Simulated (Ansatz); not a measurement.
**Is TiNiB in the AlB2 type a stable metal?**

Question: is the lattice of TiNiB in the AlB2 type stable, and if so, what are its coupling constant and resistivity?

Method: DFT PBEsol, scalar-relativistic, plane waves, PAW; PAW set soft_1, in Ansatz 0.2.0.

The structure was built from a prototype and need not be the compound's stable phase.

### 1. The structure

It takes space group P-6m2 (No. 187, hexagonal). Conventional cell: a = 3.394 Å, b = 3.394 Å, c = 3.564 Å, α = 90.00°, β = 90.00°, γ = 120.00°. Ti has 6 Ni at 2.65 Å and 6 B at 2.65 Å nearest. Nearest to B lie 3 Ni at 1.96 Å and 6 Ti at 2.65 Å. Ni has 3 B at 1.96 Å and 6 Ti at 2.65 Å nearest. Farther neighbours are not listed.

### 2. Rough relaxation

The start is far from rest, so a relaxation with loose thresholds does the first part.

File input.yaml:

```yaml
crystal:
  lattice:
    - [3.39417, 0.0, 0.0]
    - [-1.69708, 2.93943, 0.0]
    - [0.0, 0.0, 3.56387]
  atoms:
    - { symbol: Ti, position: [0.0, 0.0, 0.0] }
    - { symbol: B, position: [0.33333333, 0.66666667, 0.5] }
    - { symbol: Ni, position: [0.66666667, 0.33333333, 0.5] }
kpoints:
  mp_grid: { grid: [6, 6, 6] }
hamiltonian:
  xc: pbesol
  pseudopotentials: { kind: paw, azcp: { folder: soft_1 }, xc_functional: pbe }
scf:
  occupations: { method: gaussian, width: 0.1 }
output:
  forces: true
  stress: true
  eigenvalues: true
relax:
  adjacent_minimum: "off"
  f_tol: 0.05
  max_steps: 80
  cell: { stress_tol: 0.5 }
```

Run with:

```bash
$ ansatz run input.yaml --threads 4 --pin off --max-ram 12288MiB --backend cpu --events-out ev --progress --plain --runs-dir out
```

Numbers of over 12 decimals in the logs are rounded to 6 here.

The program printed:

```text
The last accepted step is kept in <dir> (removed where the run ends without a failure and the disk answers)
Engine: ansatz 0.2.0, aarch64-unknown-linux-gnu
Pseudopotentials: kind: paw
Pseudopotential: Ti, paw, valence charge 12, recommended cutoff 420 eV (normal), soft_1/Ti.paw.azcp
Pseudopotential: B, paw, valence charge 3, recommended cutoff 420 eV (normal), soft_1/B.paw.azcp
Pseudopotential: Ni, paw, valence charge 18, recommended cutoff 420 eV (normal), soft_1/Ni.paw.azcp
Functional definition: PBEsol
  exchange = pbesol_x
  correlation = pbesol_c
Crystal: 3 atoms, lattice volume = 35.556 Å³
Basis set: ecut = 420 eV, 719 PW (Γ), exchange–correlation on 48×48×48 points (8 copies of the dense FFT grid, shifted against one another)
Bands: 21, of which v1, the nominal top of the filled ones, is band 17 counted from 1 (16 counted from 0)
Symmetry: 12 space group operations
Space group: P-6m2 (ITA 187), of the structure as read, at distance tolerance 3.3e-5 Å
k-points: 28 of 216 (time reversal used)
Non-local potential: Ti, projectors of the file, l = 0: 3, l = 1: 2, l = 2: 3, l = 3: 1
Non-local potential: B, projectors of the file, l = 0: 2, l = 1: 2, l = 2: 1
Non-local potential: Ni, projectors of the file, l = 0: 3, l = 1: 2, l = 2: 3, l = 3: 1
PAW form: soft (Blöchl's): semilocal exchange-correlation on the pseudo side does not see the compensation charge
PAW frozen core: Ti, regenerated for the run's functional, and the local potential with it (the file was generated under x = pbe(κ = 0.804, μ = 0.219515), c = pbe(β = 0.066725))
PAW frozen core: B, regenerated for the run's functional, and the local potential with it (the file was generated under x = pbe(κ = 0.804, μ = 0.219515), c = pbe(β = 0.066725))
PAW frozen core: Ni, regenerated for the run's functional, and the local potential with it (the file was generated under x = pbe(κ = 0.804, μ = 0.219515), c = pbe(β = 0.066725))
PAW one-centre angular grid: Ti, 590 points (default); XC on 64 Gauss nodes
PAW one-centre angular grid: B, 110 points (default); XC on 64 Gauss nodes
PAW one-centre angular grid: Ni, 590 points (default); XC on 64 Gauss nodes
Initial density: superposition of atomic densities (chi_scale 0.1, normalization cell, long waves kept (reshape's long-wave potential 0.00 eV rms))
Initial wavefunctions: pseudopotential atomic-orbital guess
Functional: x = pbesol(κ = 0.804, μ = 0.123457), c = pbesol(β = 0.046)
SCF iter   1: F=—  HF=-8433.561393 eV  |F-HF|=—  |Δ(HF+E_count)|=         —  Δρ=1.00e-1  dr2=4.76e0  ethr=3.10e-3  ⟨swp⟩=3.9  Hψ=2208  notcnv=0
preconditioner: auto → none  [metal: Δε(μ)=0.008 eV  Ē_g=5.755 eV  σ=0.100 eV  W_gap=0.05  n_scr=8 (ndim 8)  ℏωp=25.7 eV  f_vac=0.000  D(μ)=3.67/eV (n_scr^D=58)  sad-step TF]
SCF iter   2: F=—  HF=-8433.059632 eV  |F-HF|=—  |Δ(HF+E_count)|=   5.02e-1  Δρ=7.12e-2  dr2=3.20e0  ethr=3.10e-3  ⟨swp⟩=2.2  Hψ=1111  notcnv=0  defer=9
SCF iter   3: F=—  HF=-8432.593924 eV  |F-HF|=—  |Δ(HF+E_count)|=   4.66e-1  Δρ=1.67e-2  dr2=8.43e-2  ethr=3.10e-3  ⟨swp⟩=2.4  Hψ=962  notcnv=0  defer=9
SCF iter   4: F=—  HF=-8432.581323 eV  |F-HF|=—  |Δ(HF+E_count)|=   1.26e-2  Δρ=6.59e-3  dr2=1.31e-2  ethr=2.55e-4  ⟨swp⟩=2.2  Hψ=933  notcnv=0  defer=4
SCF iter   5: F=—  HF=-8432.580669 eV  |F-HF|=—  |Δ(HF+E_count)|=   6.53e-4  Δρ=8.88e-4  dr2=1.45e-4  ethr=3.98e-5  ⟨swp⟩=2.4  Hψ=791  notcnv=0  defer=4
SCF iter   6: F=—  HF=-8432.580723 eV  |F-HF|=—  |Δ(HF+E_count)|=   5.35e-5  Δρ=2.26e-4  dr2=1.24e-5  ethr=4.40e-7  ⟨swp⟩=2.0  Hψ=971  notcnv=0  defer=4
SCF iter   7: F=—  HF=-8432.580734 eV  |F-HF|=—  |Δ(HF+E_count)|=   1.08e-5  Δρ=7.10e-5  dr2=9.84e-7  ethr=3.76e-8  ⟨swp⟩=2.2  Hψ=842  notcnv=0  defer=4
SCF iter   8: F=-8432.580734 eV  HF=-8432.580734 eV  |F-HF|=3.45e-8  |Δ(HF+E_count)|=   1.29e-7  Δρ=1.32e-5  dr2=3.85e-8  ethr=3.03e-10  ⟨swp⟩=5.6  Hψ=2556  notcnv=0
SCF 1 converged in 8 iterations: F = -8432.580734 eV  dr2 = 3.85e-8
  greatest PAW one-centre occupation: 1.000 electrons in one spin orbital (limit 2), on the Ni atom at site 2 (counted from 0), in its partial waves of l = 1
relax step   1: F+E_penalty+E_count = -8432.58073361 eV  Δ(F+E_penalty+E_count) = +0.000e0 eV  max|allowed force component| = 1.035e-16 eV/Å  Δτ_max = 0.0000 Å  P = -11.473 GPa  Ω = 35.556 Å³  (8 SCF iters, dr2 threshold 1.00e-7 eV, accepted)
Crystal: 3 atoms, lattice volume = 33.362 Å³
Basis set: ecut = 420 eV, 635 PW (Γ), exchange–correlation on 48×48×48 points (8 copies of the dense FFT grid, shifted against one another)
Initial density: handed on by an earlier stage of this run
Initial wavefunctions: those handed on with the density
iter 1 solved again at ethr=2.53e-4 eV; its pass at ethr=3.10e-3 eV (dr2=8.36e-2 eV) is discarded
SCF iter   1: F=—  HF=-8432.723834 eV  |F-HF|=—  |Δ(HF+E_count)|=         —  Δρ=1.58e-2  dr2=8.32e-2  ethr=2.53e-4  ⟨swp⟩=1.0  Hψ=3742  notcnv=0
preconditioner: auto → none  [metal: Δε(μ)=0.030 eV  Ē_g=5.356 eV  σ=0.100 eV  W_gap=0.17  n_scr=8 (ndim 8)  ℏωp=26.5 eV  f_vac=0.000  D(μ)=5.14/eV (n_scr^D=82)]
SCF iter   2: F=—  HF=-8432.707857 eV  |F-HF|=—  |Δ(HF+E_count)|=   1.60e-2  Δρ=2.68e-3  dr2=1.73e-3  ethr=2.52e-4  ⟨swp⟩=2.0  Hψ=928  notcnv=0
SCF iter   3: F=—  HF=-8432.707646 eV  |F-HF|=—  |Δ(HF+E_count)|=   2.11e-4  Δρ=8.53e-4  dr2=1.20e-4  ethr=5.25e-6  ⟨swp⟩=2.0  Hψ=985  notcnv=0
SCF iter   4: F=—  HF=-8432.707662 eV  |F-HF|=—  |Δ(HF+E_count)|=   1.66e-5  Δρ=4.76e-4  dr2=3.66e-5  ethr=3.64e-7  ⟨swp⟩=2.0  Hψ=861  notcnv=0
SCF iter   5: F=—  HF=-8432.707670 eV  |F-HF|=—  |Δ(HF+E_count)|=   7.57e-6  Δρ=7.20e-5  dr2=2.37e-6  ethr=1.11e-7  ⟨swp⟩=2.4  Hψ=883  notcnv=0
SCF iter   6: F=-8432.707669 eV  HF=-8432.707669 eV  |F-HF|=4.78e-8  |Δ(HF+E_count)|=   9.10e-7  Δρ=1.65e-5  dr2=6.60e-8  ethr=9.09e-10  ⟨swp⟩=6.9  Hψ=3046  notcnv=0
SCF 2 converged in 6 iterations: F = -8432.707669 eV  dr2 = 6.60e-8
relax step   2: F+E_penalty+E_count = -8432.70766893 eV  Δ(F+E_penalty+E_count) = -1.269e-1 eV  max|allowed force component| = 9.637e-17 eV/Å  Δτ_max = 0.0000 Å  P = -1.521 GPa  Ω = 33.362 Å³  energy of the carried Pulay correction = +1.171e-3 eV  (6 SCF iters, dr2 threshold 3.00e-7 eV, accepted)
Crystal: 3 atoms, lattice volume = 32.276 Å³
Basis set: ecut = 420 eV, 623 PW (Γ), exchange–correlation on 48×48×48 points (8 copies of the dense FFT grid, shifted against one another)
iter 1 solved again at ethr=7.44e-5 eV; its pass at ethr=3.10e-3 eV (dr2=2.46e-2 eV) is discarded
SCF iter   1: F=—  HF=-8432.766287 eV  |F-HF|=—  |Δ(HF+E_count)|=         —  Δρ=8.86e-3  dr2=2.43e-2  ethr=7.44e-5  ⟨swp⟩=2.0  Hψ=3886  notcnv=0
preconditioner: auto → none  [metal: Δε(μ)=0.021 eV  Ē_g=5.486 eV  σ=0.100 eV  W_gap=0.12  n_scr=8 (ndim 8)  ℏωp=26.9 eV  f_vac=0.000  D(μ)=4.85/eV (n_scr^D=70)]
SCF iter   2: F=—  HF=-8432.758758 eV  |F-HF|=—  |Δ(HF+E_count)|=   7.53e-3  Δρ=2.61e-3  dr2=1.20e-3  ethr=7.37e-5  ⟨swp⟩=2.1  Hψ=861  notcnv=0
SCF iter   3: F=—  HF=-8432.758548 eV  |F-HF|=—  |Δ(HF+E_count)|=   2.10e-4  Δρ=8.29e-4  dr2=1.01e-4  ethr=3.63e-6  ⟨swp⟩=2.4  Hψ=1027  notcnv=0
SCF iter   4: F=—  HF=-8432.758564 eV  |F-HF|=—  |Δ(HF+E_count)|=   1.66e-5  Δρ=2.74e-4  dr2=1.26e-5  ethr=3.07e-7  ⟨swp⟩=2.4  Hψ=990  notcnv=0
SCF iter   5: F=—  HF=-8432.758564 eV  |F-HF|=—  |Δ(HF+E_count)|=   9.94e-8  Δρ=1.06e-4  dr2=2.39e-6  ethr=3.82e-8  ⟨swp⟩=2.7  Hψ=1030  notcnv=0
SCF iter   6: F=-8432.758564 eV  HF=-8432.758564 eV  |F-HF|=1.34e-8  |Δ(HF+E_count)|=   5.83e-7  Δρ=5.14e-6  dr2=4.57e-9  ethr=9.09e-10  ⟨swp⟩=4.9  Hψ=3274  notcnv=0
SCF 3 converged in 6 iterations: F = -8432.758564 eV  dr2 = 4.57e-9
relax step   3: F+E_penalty+E_count = -8432.75856364 eV  Δ(F+E_penalty+E_count) = -5.089e-2 eV  max|allowed force component| = 7.710e-17 eV/Å  Δτ_max = 0.0000 Å  P = +4.002 GPa  Ω = 32.276 Å³  energy of the carried Pulay correction = +1.774e-3 eV  (6 SCF iters, dr2 threshold 3.00e-7 eV, accepted)
[...]
relax step   4: F+E_penalty+E_count = -8432.86327475 eV  Δ(F+E_penalty+E_count) = -1.047e-1 eV  max|allowed force component| = 1.018e-16 eV/Å  Δτ_max = 0.0000 Å  P = +7.281 GPa  Ω = 31.434 Å³  energy of the carried Pulay correction = +2.250e-3 eV  (6 SCF iters, dr2 threshold 3.00e-7 eV, accepted)
[...]
relax step   5: F+E_penalty+E_count = -8432.95131083 eV  Δ(F+E_penalty+E_count) = -8.804e-2 eV  max|allowed force component| = 7.247e-17 eV/Å  Δτ_max = 0.0000 Å  P = +8.506 GPa  Ω = 30.955 Å³  energy of the carried Pulay correction = +2.523e-3 eV  (6 SCF iters, dr2 threshold 3.00e-7 eV, accepted)
[...]
relax step   6: F+E_penalty+E_count = -8432.99142777 eV  Δ(F+E_penalty+E_count) = -4.012e-2 eV  max|allowed force component| = 8.866e-17 eV/Å  Δτ_max = 0.0000 Å  P = +1.114 GPa  Ω = 31.422 Å³  energy of the carried Pulay correction = +2.227e-3 eV  (6 SCF iters, dr2 threshold 3.00e-7 eV, accepted)
[...]
relax step   7: F+E_penalty+E_count = -8433.01494489 eV  Δ(F+E_penalty+E_count) = -2.352e-2 eV  max|allowed force component| = 1.667e-16 eV/Å  Δτ_max = 0.0000 Å  P = -2.560 GPa  Ω = 32.198 Å³  energy of the carried Pulay correction = +1.785e-3 eV  (6 SCF iters, dr2 threshold 3.00e-7 eV, accepted)
[...]
relax step   8: F+E_penalty+E_count = -8433.01929739 eV  Δ(F+E_penalty+E_count) = -4.353e-3 eV  max|allowed force component| = 1.160e-16 eV/Å  Δτ_max = 0.0000 Å  P = +0.075 GPa  Ω = 31.767 Å³  energy of the carried Pulay correction = +2.033e-3 eV  (6 SCF iters, dr2 threshold 3.00e-7 eV, accepted)
Basis set: ecut = 420 eV, 627 PW (Γ), exchange–correlation on 48×48×40 points (8 copies of the dense FFT grid, shifted against one another)
Initial wavefunctions: pseudopotential atomic-orbital guess (no wavefunctions were taken with the density)
iter 1 solved again at ethr=3.50e-8 eV; its pass at ethr=3.10e-3 eV (dr2=1.16e-5 eV) is discarded
SCF iter   1: F=—  HF=-8433.019330 eV  |F-HF|=—  |Δ(HF+E_count)|=         —  Δρ=9.38e-4  dr2=1.51e-5  ethr=3.50e-8  ⟨swp⟩=3.0  Hψ=4012  notcnv=0
preconditioner: auto → none  [metal: Δε(μ)=0.091 eV  Ē_g=5.496 eV  σ=0.100 eV  W_gap=0.45  n_scr=8 (ndim 8)  ℏωp=27.2 eV  f_vac=0.000  D(μ)=2.24/eV (n_scr^D=26)]
SCF iter   2: F=—  HF=-8433.019380 eV  |F-HF|=—  |Δ(HF+E_count)|=   5.01e-5  Δρ=5.00e-4  dr2=7.83e-6  ethr=3.50e-8  ⟨swp⟩=2.4  Hψ=913  notcnv=0
SCF iter   3: F=—  HF=-8433.019371 eV  |F-HF|=—  |Δ(HF+E_count)|=   8.99e-6  Δρ=1.32e-4  dr2=2.90e-6  ethr=2.37e-8  ⟨swp⟩=2.1  Hψ=768  notcnv=0
SCF iter   4: F=—  HF=-8433.019391 eV  |F-HF|=—  |Δ(HF+E_count)|=   2.01e-5  Δρ=1.33e-5  dr2=5.17e-9  ethr=8.80e-9  ⟨swp⟩=2.0  Hψ=775  notcnv=0
iter 5 did not close the SCF: its close was put off for the readings that it lacked (scf_convergence_deferred on its scf_iter line)
SCF iter   5: F=-8433.019391 eV  HF=-8433.019391 eV  |F-HF|=1.51e-10  |Δ(HF+E_count)|=   9.04e-9  Δρ=2.20e-6  dr2=4.49e-10  ethr=1.57e-11  ⟨swp⟩=2.1  Hψ=946  notcnv=0
SCF iter   6: F=-8433.019391 eV  HF=-8433.019391 eV  |F-HF|=1.82e-12  |Δ(HF+E_count)|=  1.55e-10  Δρ=2.13e-7  dr2=4.59e-12  ethr=1.36e-12  ⟨swp⟩=2.2  Hψ=1864  notcnv=0
SCF 9 converged in 6 iterations: F = -8433.019391 eV  dr2 = 4.59e-12
relax step   9: F+E_penalty+E_count = -8433.01939090 eV  Δ(F+E_penalty+E_count) = -9.350e-5 eV  max|allowed force component| = 1.029e-16 eV/Å  Δτ_max = 0.0000 Å  P = +0.164 GPa  Ω = 31.767 Å³  stress off target by 2.19e-1 GPa  SCF on the basis re-selected at this cell (its energy is not comparable with the rows above)  (6 SCF iters)
basis re-selected at this cell: Δ(F+E_penalty+E_count) = -9.350e-5 eV, ΔP = +0.088 GPa vs the last step (what re-selecting the basis moved, of the pressure what is left beyond the Pulay correction that the steps carried, after the strain that the cell walked since its last selection, with what the two solves' SCF thresholds leave and, on support functions, any second-order correction that the steps lacked; it is no measure of the basis error at this ecutwfc). The dense FFT grid was sized anew with the basis: this SCF ran on 24×24×20 points, the steps before it on 24×24×24, so part of this shift can come from that change (see relax.cell in the input reference). [rest of the remark cut]
SCF converged after 6 iterations
Free energy (F): -8433.019391 eV
Harris-Foulkes:  -8433.019391 eV  (|F-HF|=1.82e-12)
Internal energy: -8433.008201 eV  (E = F + TS)
E sigma→0 (E₀):  -8433.013796 eV
Entropy (-TS):   -0.011190 eV (-3.730 meV/atom)
Fermi energy:    15.693758 eV
--- Per-component energies (eV) ---
  E_band       = -439.250260
  E_kinetic    = 670.170621
  E_local      = -4204.822846  (includes V_loc(G=0)·N_el)
  E_nonlocal   = -47.839676
  E_hartree    = 2121.248775
  E_xc         = -262.074988
  E_vxc        = -331.653443  (∫ρ·V_xc dr)
  E_paw        = -2711.102784  (= ΣΔE_a)
  E_vpaw       = -767.603198  (= ΣTr[D̂ρ^β])
  E_aug_tail   = 0.000810  (compensation charges beyond the density's cutoff)
  E_ewald      = -3998.939498
  E_core_change = 0.351385  (= ΣΔE_core)
  E_smearing   = -0.011190  (= −TS)
  E_closure    = 0.000000  (closes the sum)
  Σ components = -8433.019391   (vs F -8433.019391, Δ=0.00e0)
--- Forces (eV/Å), atoms counted from 1 ---
  atom   1  Ti    -0.00000000     0.00000000    -0.00000000
  atom   2  B     -0.00000000     0.00000000     0.00000000
  atom   3  Ni     0.00000000    -0.00000000    -0.00000000
  max |Σ_I F_I| component: 1.35e-16 eV/Å
--- Stress (GPa, compression-positive) ---
        0.218839      -0.000000       0.000000
        0.000000       0.218839       0.000000
        0.000000       0.000000       0.053252
  P = ⅓ Tr σ = 0.1636 GPa (1.636 kbar)
--- Band table (eV; the first three rows and the last of 28) ---
  k-point 0: bands = [... 13 lower, 13.5722, 15.1114, 15.1114, 15.6181, 18.0393, 18.0393, 19.0742, 21.5544]
  k-point 1: bands = [... 13 lower, 13.3275, 15.4799, 15.4799, 15.7280, 17.7255, 17.7255, 18.2032, 21.4528]
  k-point 2: bands = [... 13 lower, 12.7929, 15.0454, 16.4195, 16.4195, 17.4112, 17.4112, 18.6320, 20.5174]
  k-point 27: bands = [... 13 lower, 13.5568, 14.2033, 14.6157, 14.7301, 15.1286, 18.5461, 19.7884, 19.9113]
--- Relaxed structure (8 steps of the walk, 8 accepted, 1 SCFs on fresh bases) ---
  F+E_penalty+E_count = -8433.01939090 eV   max|allowed force component| = 1.029e-16 eV/Å   (the final SCF, on the basis selected at the relaxed cell)
  cell:  # Å, volume = 31.7670 Å³
    - [3.562304, -3.02975394036578e-6, 0.0]
    - [-1.781150, 3.085048, 0.0]
    - [0.0, 0.0, 2.890567]
  atoms:
    - { symbol: Ti, position: [0, 0, 0.0] }
    - { symbol: B, position: [0.333333, 0.666667, 0.500000] }
    - { symbol: Ni, position: [0.666667, 0.333333, 0.500000] }
```

Elapsed: 6.3 s, on 4 threads of Arm Neoverse V2, shared host; peak memory 0.43 GiB; 22 s of CPU time.

This run has no spin polarisation, although Ni can carry a moment.

Step by step:

| step | energy less that of the first step (eV) | largest force component (eV/Å) | pressure (GPa) | volume (Å³) |
| --- | --- | --- | --- | --- |
| 1 | 0.0000 | 0.0000 | -11.47 | 35.56 |
| 2 | -0.1269 | 0.0000 | -1.52 | 33.36 |
| 3 | -0.1778 | 0.0000 | 4.00 | 32.28 |
| 4 | -0.2825 | 0.0000 | 7.28 | 31.43 |
| 5 | -0.3706 | 0.0000 | 8.51 | 30.96 |
| 6 | -0.4107 | 0.0000 | 1.11 | 31.42 |
| 7 | -0.4342 | 0.0000 | -2.56 | 32.20 |
| 8 | -0.4386 | 0.0000 | 0.08 | 31.77 |
| 9* | -0.4387 | 0.0000 | 0.16 | 31.77 |

Relaxation steps marked * repeat the geometry before them on a plane-wave basis chosen anew for their cell, so energy and pressure can jump there.

The run keeps the 12 symmetry operations that it works with, so distortions that break them were not tested.

| cell as run | before | after | change |
| --- | --- | --- | --- |
| a (Å) | 3.394 | 3.562 | +5.0 % |
| b (Å) | 3.394 | 3.562 | +5.0 % |
| c (Å) | 3.564 | 2.891 | -18.9 % |
| volume (Å³/atom) | 11.85 | 10.59 | -10.7 % |

The relaxed structure:

```xyz
3
Lattice="3.5623 0.0000 0.0000 -1.7811 3.0850 0.0000 0.0000 0.0000 2.8906" Properties=species:S:1:pos:R:3 pbc="T T T"
Ti    0.0000    0.0000    0.0000
B     0.0000    2.0567    1.4453
Ni    1.7812    1.0283    1.4453
```

Numbers from this step:

```
pressure          : 0.1636 GPa
volume per atom   : 10.59 Å³/atom
metallic on mesh  : yes
gap on the k-mesh : 0 eV
```

The largest force is now zero by symmetry and the largest stress component 0.22 GPa.

### 3. Relaxing cell and atoms

The structure is brought to rest under this functional.

input.yaml, the sections that differ from step 2:

```yaml
crystal:
  lattice:
    - [3.5623043611, -3.0298e-06, 0.0]
    - [-1.7811495567, 3.0850475876, 0.0]
    - [0.0, 0.0, 2.8905672681]
  atoms:
    - { symbol: Ti, position: [0.0, 0.0, 0.0] }
    - { symbol: B, position: [0.3333333333, 0.6666666667, 0.5] }
    - { symbol: Ni, position: [0.6666666667, 0.3333333333, 0.5] }
kpoints:
  mp_grid: { grid: [9, 9, 10] }
relax:
  adjacent_minimum: "off"
  f_tol: 0.005
  max_steps: 80
  cell: { stress_tol: 0.05 }
# hamiltonian, scf, output: as in step 2
```

The program printed:

```text
[the first part of the log is left out]
  E_paw        = -2711.221313  (= ΣΔE_a)
  E_vpaw       = -767.814228  (= ΣTr[D̂ρ^β])
  E_aug_tail   = 0.000814  (compensation charges beyond the density's cutoff)
  E_ewald      = -3999.153769
  E_core_change = 0.351385  (= ΣΔE_core)
  E_smearing   = -0.011672  (= −TS)
  E_closure    = 0.000000  (closes the sum)
  Σ components = -8433.003395   (vs F -8433.003395, Δ=0.00e0)
[...]
--- Stress (GPa, compression-positive) ---
        0.005836       0.000000       0.000000
        0.000000       0.005836      -0.000000
        0.000000       0.000000       0.003161
  P = ⅓ Tr σ = 0.0049 GPa (0.049 kbar)
--- Band table (eV; the first three rows and the last of 72) ---
[...]
--- Relaxed structure (4 steps of the walk, 4 accepted, 1 SCFs on fresh bases) ---
[...]
cell:  # Å, volume = 31.7536 Å³
    - [3.569756, -3.036118490424369e-6, 0]
    - [-1.784876, 3.091501, 0]
    - [0, 0, 2.877302]
  atoms:
    - { symbol: Ti, position: [0, 0, 0] }
    - { symbol: B, position: [0.333333, 0.666667, 0.5] }
    - { symbol: Ni, position: [0.666667, 0.333333, 0.5] }
```

Wall time 6.3 s (4 threads); peak memory 0.49 GiB; 23 s of CPU time.

Relaxation path:

| step | energy less that of the first step (eV) | largest force component (eV/Å) | pressure (GPa) | volume (Å³) |
| --- | --- | --- | --- | --- |
| 1 | 0.0000 | 0.0000 | 0.16 | 31.77 |
| 2 | -0.0004 | 0.0000 | 0.19 | 31.74 |
| 3 | -0.0005 | 0.0000 | -0.05 | 31.76 |
| 4 | -0.0005 | 0.0000 | 0.00 | 31.75 |
| 5 | -0.0005 | 0.0000 | 0.00 | 31.75 |

The log counts 1 steps on a newly chosen plane-wave basis, not all of them marked here; energy and pressure can jump at such steps.

| conventional cell, symmetrised | before | after | change |
| --- | --- | --- | --- |
| a (Å) | 3.562 | 3.570 | +0.2 % |
| b (Å) | 3.562 | 3.570 | +0.2 % |
| c (Å) | 2.891 | 2.877 | -0.5 % |
| volume (Å³/atom) | 10.59 | 10.58 | -0.0 % |

The relaxed structure:

```
Ti B Ni
1.0
     3.56976    0.00000    0.00000
    -1.78488    3.09150    0.00000
     0.00000    0.00000    2.87730
Ti B Ni
1 1 1
Direct
  0.00000 0.00000 0.00000
  0.33333 0.66667 0.50000
  0.66667 0.33333 0.50000
```

This step gave:

```yaml
pressure: 0.004944 GPa
volume_per_atom: 10.58 Å³/atom
```

The largest force is now zero by symmetry and the largest stress component 0.0058 GPa.

(Part 1 of 3 ends here.)

[Logs are printed without paths, hosts, clocks, repeated set-up lines and the standing remarks that a program may print on its own settings, such as how far it seeks lower states.]

[Hosts, paths, dates, database ids (printed as entryN), source tags and the programs' standing remarks are cut or masked in the printed files.]
